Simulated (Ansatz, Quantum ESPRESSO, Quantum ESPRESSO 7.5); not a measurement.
## Conductance against width: vacuum gaps between two Al(111) faces

How fast does transmission decay with width? The series: vacuum gaps between two Al(111) faces.

Main program and level: Quantum ESPRESSO 7.5; plane-wave DFT, LDA, GBRV ultrasoft pseudopotentials (cross-check by Ansatz 0.2.0 with PAW datasets).

Most raw output is cut from this account.

## (1) The starting structure

The cell holds 18 atoms: 18 Al. Its edges and angles: a = 2.857 Å, b = 2.857 Å, c = 44.652 Å, α = 90.0°, β = 90.0°, γ = 60.0°. It derives from Al. Regions: left lead, 9 atoms (9 Al); right lead, 9 atoms (9 Al). The structure is stacked along c, and the current runs across the ab planes.

## (2) SCF with pw.x, 5 Å

One periodic cell holds a stretch of lead, the junction and more lead; the atoms stay as built.

j0.scf.in

```
&control
  prefix = 'j0.scf'
  outdir = './out'
  pseudo_dir = './pseudo'
  calculation = 'scf'
  tprnfor = .true.
/
&system
  ibrav = 0
  nat = 18
  ntyp = 1
  ecutwfc = 40
  ecutrho = 200
  occupations = 'smearing'
  smearing = 'mv'
  degauss = 0.01
/
&electrons
  conv_thr = 1e-07
  mixing_beta = 0.25
  electron_maxstep = 120
  mixing_mode = 'local-TF'
/
ATOMIC_SPECIES
  Al  26.9815  al_lda_v1.uspp.F.UPF
CELL_PARAMETERS angstrom
  2.85671139599365 0.00000000000000 0.00000000000000
  1.42835569799683 2.47398464021101 0.00000000000000
  0.00000000000000 0.00000000000000 44.65241648794350
ATOMIC_POSITIONS crystal
  Al  0.000000000000 0.000000000000 0.000000000000
  Al  0.333333333000 0.333333333000 0.052236704550
  Al  0.666666667000 0.666666667000 0.104473409100
  Al  0.000000000000 0.000000000000 0.156710113650
  Al  0.333333333000 0.333333333000 0.208946818200
  Al  0.666666667000 0.666666667000 0.261183522750
  Al  0.000000000000 0.000000000000 0.313420227300
  Al  0.333333333000 0.333333333000 0.365656931850
  Al  0.666666667000 0.666666667000 0.417893636400
  Al  0.000000000000 0.000000000000 0.529869659050
  Al  0.333333333000 0.333333333000 0.582106363600
  Al  0.666666667000 0.666666667000 0.634343068150
  Al  0.000000000000 0.000000000000 0.686579772700
  Al  0.333333333000 0.333333333000 0.738816477250
  Al  0.666666667000 0.666666667000 0.791053181800
  Al  0.000000000000 0.000000000000 0.843289886350
  Al  0.333333333000 0.333333333000 0.895526590900
  Al  0.666666667000 0.666666667000 0.947763295450
K_POINTS automatic
  10 10 1 0 0 0
```

Started as:

```
$ OMP_NUM_THREADS=1 mpirun -n 4 pw.x -nk 4 -in j0.scf.in > j0.scf.out
```

Elapsed: 7.4 min, on 4 MPI ranks of Arm Neoverse N1, shared host; peak memory 0.61 GiB.

Read from the output:

```
free energy  : -1625.8477 eV
Fermi energy : 7.183 eV
```

The run needed 104 iterations to bring the estimated error under 1e-07 Ry; the largest force on any atom, held or free, is 0.04 eV/Å.

## (3) Transmission with pwcond.x, 5 Å

prefixt takes both regions from one run: the lead from 0 to bdl, the scattering region from bdl to bds (units of alat). ikind = 1 puts the same lead on both sides. The program's T_tot counts both spins in a run without spin; the tables below give T per spin.

j0.cond.in

```
&inputcond
  outdir = './out'
  prefixt = 'j0.scf'
  tran_file = 'j0.cond.dat'
  bdl = 2.4494897419
  bds = 15.6307061864
  ikind = 1
  ewind = 4.0
  epsproj = 1e-05
  nz1 = 7
  energy0 = 0.4
  denergy = -0.4
/
10
  0.00000000 0.00000000 0.01562500
  0.00000000 0.12500000 0.09375000
  0.00000000 0.25000000 0.09375000
  0.00000000 0.37500000 0.09375000
  0.00000000 0.50000000 0.04687500
  0.12500000 0.25000000 0.09375000
  0.12500000 0.37500000 0.18750000
  0.12500000 0.50000000 0.18750000
  0.25000000 0.50000000 0.09375000
  0.25000000 0.62500000 0.09375000
3
```

Started as:

```
$ OMP_NUM_THREADS=1 mpirun -n 4 pwcond.x -in j0.cond.in > j0.cond.out
```

Run time: 44 s. Hardware: 4 MPI ranks; peak memory 0.24 GiB; 2.9 min of CPU time.

Numbers from this step:

| Item | Value |
| --- | --- |
| lead channels at the Fermi level, one spin | 1.141 |
| transmission at the Fermi level, one spin | 0.09032 |
| conductance | 0.09032 G₀ |

Per spin; mean over the k mesh across the current. The open channels, zone mean by energy, zero at the Fermi level:

| energy (eV) | open channels, zone mean |
| --- | --- |
| -0.400 | 1.33 |
| 0.000 | 1.14 |
| 0.400 | 1.42 |

Per spin; mean over the k mesh across the current. Transmission, zone mean against energy, zero at the Fermi level:

| energy (eV) | transmission, zone mean |
| --- | --- |
| -0.400 | 0.0661 |
| 0.000 | 0.0903 |
| 0.400 | 0.134 |

At 0.000 eV; k in fractions of b1, b2. Transmission by k point:

| k1 | k2 | weight | t | channels |
| --- | --- | --- | --- | --- |
| 0 | 0 | 0.01562 | 0.3065 | 1 |
| 0 | 0.125 | 0.09375 | 0.2551 | 1 |
| 0 | 0.25 | 0.09375 | 0.1405 | 1 |
| 0 | 0.375 | 0.09375 | 0.04226 | 2 |
| 0 | 0.5 | 0.04688 | 0.01687 | 2 |
| 0.125 | 0.25 | 0.09375 | 0.171 | 1 |
| 0.125 | 0.375 | 0.1875 | 0.08851 | 1 |
| 0.125 | 0.5 | 0.1875 | 0.03244 | 1 |
| 0.25 | 0.5 | 0.09375 | 0.05295 | 1 |
| 0.25 | 0.625 | 0.09375 | 1.93e-4 | 1 |

## (4) Cross-check with Ansatz, 5 Å

As a check, the same structure is run in Ansatz.

Level of this step: plane-wave DFT, LDA, Ansatz PAW (Ansatz 0.2.0).

input.yaml

```yaml
crystal:
  lattice:
    - [2.856711396, 0.0, 0.0]
    - [1.428355698, 2.4739846402, 0.0]
    - [0.0, 0.0, 44.6524164879]
  atoms:
    - { symbol: Al, position: [0.0, 0.0, 0.0] }
    - { symbol: Al, position: [0.333333333, 0.333333333, 0.0522367046] }
    - { symbol: Al, position: [0.666666667, 0.666666667, 0.1044734091] }
    - { symbol: Al, position: [0.0, 0.0, 0.1567101136] }
    - { symbol: Al, position: [0.333333333, 0.333333333, 0.2089468182] }
    - { symbol: Al, position: [0.666666667, 0.666666667, 0.2611835228] }
    - { symbol: Al, position: [0.0, 0.0, 0.3134202273] }
    - { symbol: Al, position: [0.333333333, 0.333333333, 0.3656569318] }
    - { symbol: Al, position: [0.666666667, 0.666666667, 0.4178936364] }
    - { symbol: Al, position: [0.0, 0.0, 0.5298696591] }
    - { symbol: Al, position: [0.333333333, 0.333333333, 0.5821063636] }
    - { symbol: Al, position: [0.666666667, 0.666666667, 0.6343430682] }
    - { symbol: Al, position: [0.0, 0.0, 0.6865797727] }
    - { symbol: Al, position: [0.333333333, 0.333333333, 0.7388164772] }
    - { symbol: Al, position: [0.666666667, 0.666666667, 0.7910531818] }
    - { symbol: Al, position: [0.0, 0.0, 0.8432898864] }
    - { symbol: Al, position: [0.333333333, 0.333333333, 0.8955265909] }
    - { symbol: Al, position: [0.666666667, 0.666666667, 0.9477632954] }
kpoints:
  mp_grid: { grid: [10, 10, 1] }
hamiltonian:
  xc: lda
scf:
  occupations: { method: fermi_dirac, width: 0.1 }
  convergence: { dr2_threshold: 1.0e-08 }
output:
  transmission: { leads: [[0, 3]], e_range: [-0.4, 0.4], de: 0.4, kmesh: [8, 8] }
  write_potential: true
  write_density: true
  volumetric_format: npy
```

Started as:

```
$ ansatz run input.yaml --threads 4 --pin off --max-ram 8192MiB --backend cpu --events-out ev --progress --plain --runs-dir out
```

Run time: 14 s. Hardware: 4 threads; peak memory 0.71 GiB; 49 s of CPU time.

Read from the output:

| Quantity | Value |
| --- | --- |
| free energy | -9230.9031 eV |
| energy at zero smearing | -9230.7650 eV |
| smearing term TS | 0.2762 eV |
| Fermi energy | 7.127 eV |
| symmetry operations | 12 |
| transmission at the Fermi level, one spin | 0.07849 |
| step of the lead's Hamiltonian over a period | 12 meV |

Per spin; mean over the k mesh across the current. Table of transmission, zone mean by energy, zero at the Fermi level:

| energy (eV) | transmission, zone mean |
| --- | --- |
| -0.400 | 0.0624 |
| 0.000 | 0.0785 |
| 0.400 | 0.146 |

Per spin; mean over the k mesh across the current. Table of open channels, zone mean by energy, zero at the Fermi level:

| energy (eV) | open channels, zone mean |
| --- | --- |
| -0.400 | 1.52 |
| 0.000 | 1.14 |
| 0.400 | 1.42 |

Ansatz finds T = 0.0785 against pwcond's 0.0903.

## (5) SCF with pw.x, 6 Å

Level of this step: plane-wave DFT, LDA, GBRV ultrasoft pseudopotentials (Quantum ESPRESSO 7.5).

j1.scf.in

```
&control
  prefix = 'j1.scf'
  outdir = './out'
  pseudo_dir = './pseudo'
  calculation = 'scf'
  tprnfor = .true.
/
&system
  ibrav = 0
  nat = 18
  ntyp = 1
  ecutwfc = 40
  ecutrho = 200
  occupations = 'smearing'
  smearing = 'mv'
  degauss = 0.01
/
&electrons
  conv_thr = 1e-07
  mixing_beta = 0.25
  electron_maxstep = 120
  mixing_mode = 'local-TF'
/
ATOMIC_SPECIES
  Al  26.9815  al_lda_v1.uspp.F.UPF
CELL_PARAMETERS angstrom
  2.85671139599365 0.00000000000000 0.00000000000000
  1.42835569799683 2.47398464021101 0.00000000000000
  0.00000000000000 0.00000000000000 45.65241648794350
ATOMIC_POSITIONS crystal
  Al  0.000000000000 0.000000000000 0.000000000000
  Al  0.333333333000 0.333333333000 0.051092478054
  Al  0.666666667000 0.666666667000 0.102184956108
  Al  0.000000000000 0.000000000000 0.153277434162
  Al  0.333333333000 0.333333333000 0.204369912216
  Al  0.666666667000 0.666666667000 0.255462390270
  Al  0.000000000000 0.000000000000 0.306554868324
  Al  0.333333333000 0.333333333000 0.357647346379
  Al  0.666666667000 0.666666667000 0.408739824433
  Al  0.000000000000 0.000000000000 0.540167697513
  Al  0.333333333000 0.333333333000 0.591260175567
  Al  0.666666667000 0.666666667000 0.642352653621
  Al  0.000000000000 0.000000000000 0.693445131676
  Al  0.333333333000 0.333333333000 0.744537609730
  Al  0.666666667000 0.666666667000 0.795630087784
  Al  0.000000000000 0.000000000000 0.846722565838
  Al  0.333333333000 0.333333333000 0.897815043892
  Al  0.666666667000 0.666666667000 0.948907521946
K_POINTS automatic
  10 10 1 0 0 0
```

Started as:

```
$ OMP_NUM_THREADS=1 mpirun -n 4 pw.x -nk 4 -in j1.scf.in > j1.scf.out
```

Elapsed: 5.8 min, on 4 MPI ranks; peak memory 0.63 GiB; 23 min of CPU time.

Read from the output:

```
free energy  : -1625.8186 eV
Fermi energy : 6.939 eV
```

## (6) Transmission with pwcond.x, 6 Å

j1.cond.in is the input of step 3 with these lines changed:

```diff
@@ -2,6 +2,6 @@
   outdir = './out'
-  prefixt = 'j0.scf'
-  tran_file = 'j0.cond.dat'
+  prefixt = 'j1.scf'
+  tran_file = 'j1.cond.dat'
   bdl = 2.4494897419
-  bds = 15.6307061864
+  bds = 15.9807590483
   ikind = 1
```

Started as:

```
$ OMP_NUM_THREADS=1 mpirun -n 4 pwcond.x -in j1.cond.in > j1.cond.out
```

Wall time 44 s (4 MPI ranks); peak memory 0.24 GiB.

Read from the output:

| Property | Result |
| --- | --- |
| transmission at the Fermi level, one spin | 0.02003 |
| conductance | 0.02003 G₀ |

Per spin; mean over the k mesh across the current. The transmission, zone mean by energy, zero at the Fermi level:

| energy (eV) | transmission, zone mean |
| --- | --- |
| -0.400 | 0.0107 |
| 0.000 | 0.0200 |
| 0.400 | 0.0251 |

T goes from 0.0903 to 0.0200, a factor of 4.5.

## (7) Cross-check with Ansatz, 6 Å

Level of this step: plane-wave DFT, LDA, Ansatz PAW (Ansatz 0.2.0).

input.yaml

```yaml
crystal:
  lattice:
    - [2.856711396, 0.0, 0.0]
    - [1.428355698, 2.4739846402, 0.0]
    - [0.0, 0.0, 45.6524164879]
  atoms:
    - { symbol: Al, position: [0.0, 0.0, 0.0] }
    - { symbol: Al, position: [0.333333333, 0.333333333, 0.0510924781] }
    - { symbol: Al, position: [0.666666667, 0.666666667, 0.1021849561] }
    - { symbol: Al, position: [0.0, 0.0, 0.1532774342] }
    - { symbol: Al, position: [0.333333333, 0.333333333, 0.2043699122] }
    - { symbol: Al, position: [0.666666667, 0.666666667, 0.2554623903] }
    - { symbol: Al, position: [0.0, 0.0, 0.3065548683] }
    - { symbol: Al, position: [0.333333333, 0.333333333, 0.3576473464] }
    - { symbol: Al, position: [0.666666667, 0.666666667, 0.4087398244] }
    - { symbol: Al, position: [0.0, 0.0, 0.5401676975] }
    - { symbol: Al, position: [0.333333333, 0.333333333, 0.5912601756] }
    - { symbol: Al, position: [0.666666667, 0.666666667, 0.6423526536] }
    - { symbol: Al, position: [0.0, 0.0, 0.6934451317] }
    - { symbol: Al, position: [0.333333333, 0.333333333, 0.7445376097] }
    - { symbol: Al, position: [0.666666667, 0.666666667, 0.7956300878] }
    - { symbol: Al, position: [0.0, 0.0, 0.8467225658] }
    - { symbol: Al, position: [0.333333333, 0.333333333, 0.8978150439] }
    - { symbol: Al, position: [0.666666667, 0.666666667, 0.9489075219] }
kpoints:
  mp_grid: { grid: [10, 10, 1] }
hamiltonian:
  xc: lda
scf:
  occupations: { method: fermi_dirac, width: 0.1 }
  convergence: { dr2_threshold: 1.0e-08 }
output:
  transmission: { leads: [[0, 3]], e_range: [-0.4, 0.4], de: 0.4, kmesh: [8, 8] }
  write_potential: true
  write_density: true
  volumetric_format: npy
  elf: true
```

Started as:

```
$ ansatz run input.yaml --threads 4 --pin off --max-ram 8192MiB --backend cpu --events-out ev --progress --plain --runs-dir out
```

Elapsed: 14 s, on 4 threads; peak memory 0.76 GiB; 51 s of CPU time.

Numbers from this step:

- free energy: -9230.8687 eV
- energy at zero smearing: -9230.7326 eV
- smearing term TS: 0.2723 eV
- Fermi energy: 6.881 eV
- transmission at the Fermi level, one spin: 0.01424
- step of the lead's Hamiltonian over a period: 12.4 meV

Per spin; mean over the k mesh across the current. The transmission, zone mean by energy, zero at the Fermi level:

| energy (eV) | transmission, zone mean |
| --- | --- |
| -0.400 | 0.00992 |
| 0.000 | 0.0142 |
| 0.400 | 0.0257 |

Ansatz finds T = 0.0142 against pwcond's 0.0200.

## (8) SCF with pw.x, 7 Å

Level of this step: plane-wave DFT, LDA, GBRV ultrasoft pseudopotentials (Quantum ESPRESSO 7.5).

j2.scf.in

```
&control
  prefix = 'j2.scf'
  outdir = './out'
  pseudo_dir = './pseudo'
  calculation = 'scf'
  tprnfor = .true.
/
&system
  ibrav = 0
  nat = 18
  ntyp = 1
  ecutwfc = 40
  ecutrho = 200
  occupations = 'smearing'
  smearing = 'mv'
  degauss = 0.01
/
&electrons
  conv_thr = 1e-07
  mixing_beta = 0.25
  electron_maxstep = 120
  mixing_mode = 'local-TF'
/
ATOMIC_SPECIES
  Al  26.9815  al_lda_v1.uspp.F.UPF
CELL_PARAMETERS angstrom
  2.85671139599365 0.00000000000000 0.00000000000000
  1.42835569799683 2.47398464021101 0.00000000000000
  0.00000000000000 0.00000000000000 46.65241648794350
ATOMIC_POSITIONS crystal
  Al  0.000000000000 0.000000000000 0.000000000000
  Al  0.333333333000 0.333333333000 0.049997304815
  Al  0.666666667000 0.666666667000 0.099994609631
  Al  0.000000000000 0.000000000000 0.149991914446
  Al  0.333333333000 0.333333333000 0.199989219262
  Al  0.666666667000 0.666666667000 0.249986524077
  Al  0.000000000000 0.000000000000 0.299983828893
  Al  0.333333333000 0.333333333000 0.349981133708
  Al  0.666666667000 0.666666667000 0.399978438524
  Al  0.000000000000 0.000000000000 0.550024256661
  Al  0.333333333000 0.333333333000 0.600021561476
  Al  0.666666667000 0.666666667000 0.650018866292
  Al  0.000000000000 0.000000000000 0.700016171107
  Al  0.333333333000 0.333333333000 0.750013475923
  Al  0.666666667000 0.666666667000 0.800010780738
  Al  0.000000000000 0.000000000000 0.850008085554
  Al  0.333333333000 0.333333333000 0.900005390369
  Al  0.666666667000 0.666666667000 0.950002695185
K_POINTS automatic
  10 10 1 0 0 0
```

Started as:

```
$ OMP_NUM_THREADS=1 mpirun -n 4 pw.x -nk 4 -in j2.scf.in > j2.scf.out
```

Run time: 4.1 min. Hardware: 4 MPI ranks; peak memory 0.63 GiB; 17 min of CPU time.

Numbers from this step:

* free energy: -1625.8129 eV
* Fermi energy: 6.704 eV

## (9) The open system, 7 Å

j2.cond.in is the input of step 6 with these lines changed:

```diff
@@ -2,6 +2,6 @@
   outdir = './out'
-  prefixt = 'j1.scf'
-  tran_file = 'j1.cond.dat'
+  prefixt = 'j2.scf'
+  tran_file = 'j2.cond.dat'
   bdl = 2.4494897419
-  bds = 15.9807590483
+  bds = 16.3308119103
   ikind = 1
```

Started as:

```
$ OMP_NUM_THREADS=1 mpirun -n 4 pwcond.x -in j2.cond.in > j2.cond.out
```

Run time: 43 s. Hardware: 4 MPI ranks; peak memory 0.25 GiB; 2.8 min of CPU time.

Read from the output:

| Property | Result |
| --- | --- |
| transmission at the Fermi level, one spin | 0.002358 |
| conductance | 0.002358 G₀ |

Per spin; mean over the k mesh across the current. The transmission, zone mean by energy, zero at the Fermi level:

| energy (eV) | transmission, zone mean |
| --- | --- |
| -0.400 | 0.00143 |
| 0.000 | 0.00236 |
| 0.400 | 0.00400 |

At 0.000 eV; k in fractions of b1, b2. Transmission by k point:

| k1 | k2 | weight | t | channels |
| --- | --- | --- | --- | --- |
| 0 | 0 | 0.01562 | 0.01842 | 1 |
| 0 | 0.125 | 0.09375 | 0.01146 | 1 |
| 0 | 0.25 | 0.09375 | 0.002991 | 1 |
| 0 | 0.375 | 0.09375 | 3.49e-4 | 2 |
| 0 | 0.5 | 0.04688 | 4.70e-5 | 2 |
| 0.125 | 0.25 | 0.09375 | 0.004585 | 1 |
| 0.125 | 0.375 | 0.1875 | 0.001014 | 1 |
| 0.125 | 0.5 | 0.1875 | 2.14e-4 | 1 |
| 0.25 | 0.5 | 0.09375 | 2.09e-4 | 1 |
| 0.25 | 0.625 | 0.09375 | 5.00e-7 | 1 |

T goes from 0.0200 to 0.00236, a factor of 8.5.

## (10) Cross-check with Ansatz, 7 Å

Level of this step: plane-wave DFT, LDA, Ansatz PAW (Ansatz 0.2.0).

input.yaml

```yaml
crystal:
  lattice:
    - [2.856711396, 0.0, 0.0]
    - [1.428355698, 2.4739846402, 0.0]
    - [0.0, 0.0, 46.6524164879]
  atoms:
    - { symbol: Al, position: [0.0, 0.0, 0.0] }
    - { symbol: Al, position: [0.333333333, 0.333333333, 0.0499973048] }
    - { symbol: Al, position: [0.666666667, 0.666666667, 0.0999946096] }
    - { symbol: Al, position: [0.0, 0.0, 0.1499919144] }
    - { symbol: Al, position: [0.333333333, 0.333333333, 0.1999892193] }
    - { symbol: Al, position: [0.666666667, 0.666666667, 0.2499865241] }
    - { symbol: Al, position: [0.0, 0.0, 0.2999838289] }
    - { symbol: Al, position: [0.333333333, 0.333333333, 0.3499811337] }
    - { symbol: Al, position: [0.666666667, 0.666666667, 0.3999784385] }
    - { symbol: Al, position: [0.0, 0.0, 0.5500242567] }
    - { symbol: Al, position: [0.333333333, 0.333333333, 0.6000215615] }
    - { symbol: Al, position: [0.666666667, 0.666666667, 0.6500188663] }
    - { symbol: Al, position: [0.0, 0.0, 0.7000161711] }
    - { symbol: Al, position: [0.333333333, 0.333333333, 0.7500134759] }
    - { symbol: Al, position: [0.666666667, 0.666666667, 0.8000107807] }
    - { symbol: Al, position: [0.0, 0.0, 0.8500080856] }
    - { symbol: Al, position: [0.333333333, 0.333333333, 0.9000053904] }
    - { symbol: Al, position: [0.666666667, 0.666666667, 0.9500026952] }
kpoints:
  mp_grid: { grid: [10, 10, 1] }
hamiltonian:
  xc: lda
scf:
  occupations: { method: fermi_dirac, width: 0.1 }
  convergence: { dr2_threshold: 1.0e-08 }
output:
  transmission: { leads: [[0, 3]], e_range: [-0.4, 0.4], de: 0.4, kmesh: [8, 8] }
  write_potential: true
  write_density: true
  volumetric_format: npy
  elf: true
```

Started as:

```
$ ansatz run input.yaml --threads 4 --pin off --max-ram 8192MiB --backend cpu --events-out ev --progress --plain --runs-dir out
```

Elapsed: 15 s, on 4 threads; peak memory 0.77 GiB; 55 s of CPU time.

Numbers from this step:

```
free energy                                  : -9230.8615 eV
energy at zero smearing                      : -9230.7260 eV
smearing term TS                             : 0.2710 eV
Fermi energy                                 : 6.645 eV
transmission at the Fermi level, one spin    : 0.002099
step of the lead's Hamiltonian over a period : 12.5 meV
```

Per spin; mean over the k mesh across the current. The transmission, zone mean by energy, zero at the Fermi level:

| energy (eV) | transmission, zone mean |
| --- | --- |
| -0.400 | 0.00130 |
| 0.000 | 0.00210 |
| 0.400 | 0.00380 |

Ansatz finds T = 0.00210 against pwcond's 0.00236.

## (11) SCF with pw.x, 8 Å

Level of this step: plane-wave DFT, LDA, GBRV ultrasoft pseudopotentials (Quantum ESPRESSO 7.5).

j3.scf.in

```
&control
  prefix = 'j3.scf'
  outdir = './out'
  pseudo_dir = './pseudo'
  calculation = 'scf'
  tprnfor = .true.
/
&system
  ibrav = 0
  nat = 18
  ntyp = 1
  ecutwfc = 40
  ecutrho = 200
  occupations = 'smearing'
  smearing = 'mv'
  degauss = 0.01
/
&electrons
  conv_thr = 1e-07
  mixing_beta = 0.25
  electron_maxstep = 120
  mixing_mode = 'local-TF'
/
ATOMIC_SPECIES
  Al  26.9815  al_lda_v1.uspp.F.UPF
CELL_PARAMETERS angstrom
  2.85671139599365 0.00000000000000 0.00000000000000
  1.42835569799683 2.47398464021101 0.00000000000000
  0.00000000000000 0.00000000000000 47.65241648794350
ATOMIC_POSITIONS crystal
  Al  0.000000000000 0.000000000000 0.000000000000
  Al  0.333333333000 0.333333333000 0.048948096643
  Al  0.666666667000 0.666666667000 0.097896193286
  Al  0.000000000000 0.000000000000 0.146844289929
  Al  0.333333333000 0.333333333000 0.195792386572
  Al  0.666666667000 0.666666667000 0.244740483215
  Al  0.000000000000 0.000000000000 0.293688579858
  Al  0.333333333000 0.333333333000 0.342636676501
  Al  0.666666667000 0.666666667000 0.391584773144
  Al  0.000000000000 0.000000000000 0.559467130213
  Al  0.333333333000 0.333333333000 0.608415226856
  Al  0.666666667000 0.666666667000 0.657363323499
  Al  0.000000000000 0.000000000000 0.706311420142
  Al  0.333333333000 0.333333333000 0.755259516785
  Al  0.666666667000 0.666666667000 0.804207613428
  Al  0.000000000000 0.000000000000 0.853155710071
  Al  0.333333333000 0.333333333000 0.902103806714
  Al  0.666666667000 0.666666667000 0.951051903357
K_POINTS automatic
  10 10 1 0 0 0
```

Started as:

```
$ OMP_NUM_THREADS=1 mpirun -n 4 pw.x -nk 4 -in j3.scf.in > j3.scf.out
```

Wall time 4.3 min (4 MPI ranks); peak memory 0.64 GiB.

Numbers from this step:

* free energy: -1625.8121 eV
* Fermi energy: 6.478 eV

[end of part 1 of 2]

[Logs are printed without paths, hosts, clocks, repeated set-up lines and the standing remarks that a program may print on its own settings, such as how far it seeks lower states.]

[Hosts, paths, dates, database ids (printed as entryN), source tags and the programs' standing remarks are cut or masked in the printed files.]

[Maps of the electrostatic potential energy from Ansatz leave out the sawtooth potential of an applied field or a dipole correction, so their vacuum need not be flat; planar profiles and work functions include it.]
